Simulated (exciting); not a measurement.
Consider LiTaF6, space group R-3.

```
Ta F Li
1.0
     2.58467    1.49226    4.52600
    -2.58467    1.49226    4.52600
     0.00000   -2.98452    4.52600
Ta F Li
1 6 1
Direct
  0.00000 0.00000 0.00000
  0.13903 0.35033 0.75461
  0.75461 0.13903 0.35033
  0.35033 0.75461 0.13903
  0.86097 0.64967 0.24539
  0.24539 0.86097 0.64967
  0.64967 0.24539 0.86097
  0.50000 0.50000 0.50000
```

Absorber: atom 1, with 6 F at 1.91 Å (octahedral, site symmetry -3). Method: exciting, all-electron LAPW+lo, LDA, exchange and screened direct term (singlet BSE), 3×3×3 shifted k points, 41 conduction bands, |G+q| up to 3 bohr⁻¹ (2 in the exchange term), full RPA screening with nempty = 72, Lorentzian half width 2.44 eV.

**Question.** Predict the Ta L₃ near-edge structure at this level.

Bound core exciton? Yes on this mesh: the first bright state (over 5 % of the brightest) lies at -6.28 eV from the Kohn–Sham onset. Maxima (height): -6.1 eV (1.00) and -2.5 eV (0.87).

Energy from the Kohn–Sham onset, core level to the lowest empty state found on the meshes used; Im ε in relative units:

| E (eV) | Im ε |
| --- | --- |
| -11.5 | 0.19 |
| -11.0 | 0.22 |
| -10.5 | 0.26 |
| -10.0 | 0.31 |
| -9.5 | 0.37 |
| -9.0 | 0.44 |
| -8.5 | 0.54 |
| -8.0 | 0.65 |
| -7.5 | 0.77 |
| -7.0 | 0.89 |
| -6.5 | 0.97 |
| -6.0 | 1.00 |
| -5.5 | 0.97 |
| -5.0 | 0.92 |
| -4.5 | 0.87 |
| -4.0 | 0.84 |
| -3.5 | 0.84 |
| -3.0 | 0.86 |
| -2.5 | 0.87 |
| -2.0 | 0.86 |
| -1.5 | 0.80 |
| -1.0 | 0.71 |
| -0.5 | 0.61 |
| 0.0 | 0.51 |
| 0.5 | 0.43 |
| 1.0 | 0.37 |
| 1.5 | 0.31 |
| 2.0 | 0.27 |
| 2.5 | 0.24 |
| 3.0 | 0.22 |
| 3.5 | 0.20 |
| 4.0 | 0.19 |
| 4.5 | 0.18 |
| 5.0 | 0.17 |
| 5.5 | 0.16 |
| 6.0 | 0.16 |
| 6.5 | 0.16 |
| 7.0 | 0.15 |
| 7.5 | 0.15 |
| 8.0 | 0.15 |
| 8.5 | 0.15 |
| 9.0 | 0.15 |
| 9.5 | 0.15 |
| 10.0 | 0.15 |
| 10.5 | 0.15 |
| 11.0 | 0.15 |
| 11.5 | 0.14 |
| 12.0 | 0.14 |
| 12.5 | 0.14 |
| 13.0 | 0.14 |
| 13.5 | 0.15 |
| 14.0 | 0.15 |
| 14.5 | 0.15 |
| 15.0 | 0.15 |
| 15.5 | 0.15 |
| 16.0 | 0.14 |
| 16.5 | 0.14 |
| 17.0 | 0.14 |
| 17.5 | 0.13 |
| 18.0 | 0.13 |
| 18.5 | 0.12 |
| 19.0 | 0.12 |
| 19.5 | 0.12 |
| 20.0 | 0.12 |
| 20.5 | 0.12 |
| 21.0 | 0.12 |
| 21.5 | 0.12 |
| 22.0 | 0.12 |
| 22.5 | 0.11 |

A mesh of 27 points doesn't converge binding energies, and fine structure above the first lines is partly noise of the mesh. The kernel cutoff is low for a compact core orbital, so the effect of exchange is a lower bound. The zero comes from the shifted mesh, which comes near the band minimum without meeting it. The conduction states carry no spin here, so the exchange coupling to the spinor core hole is only partly held. This core level is treated alone, with no coupling to its spin–orbit partner. The Kohn–Sham onset, 9765 eV, is no photon energy (tabulated edge of the element: 9881 eV): the scale needs a rigid shift. Bands and screening come from semilocal DFT, whose small gap overscreens. Vibrations and energy-dependent lifetimes are left out. The structure is a Materials Project entry, computed there, and may be a hypothetical form.

[Banner, clock and machine lines of the logs are left out without a mark of their own.]

[Logs are printed without paths, hosts, clocks, repeated set-up lines and the standing remarks that a program may print on its own settings, such as how far it seeks lower states.]

[Hosts, paths, dates, database ids (printed as entryN), source tags and the programs' standing remarks are cut or masked in the printed files.]
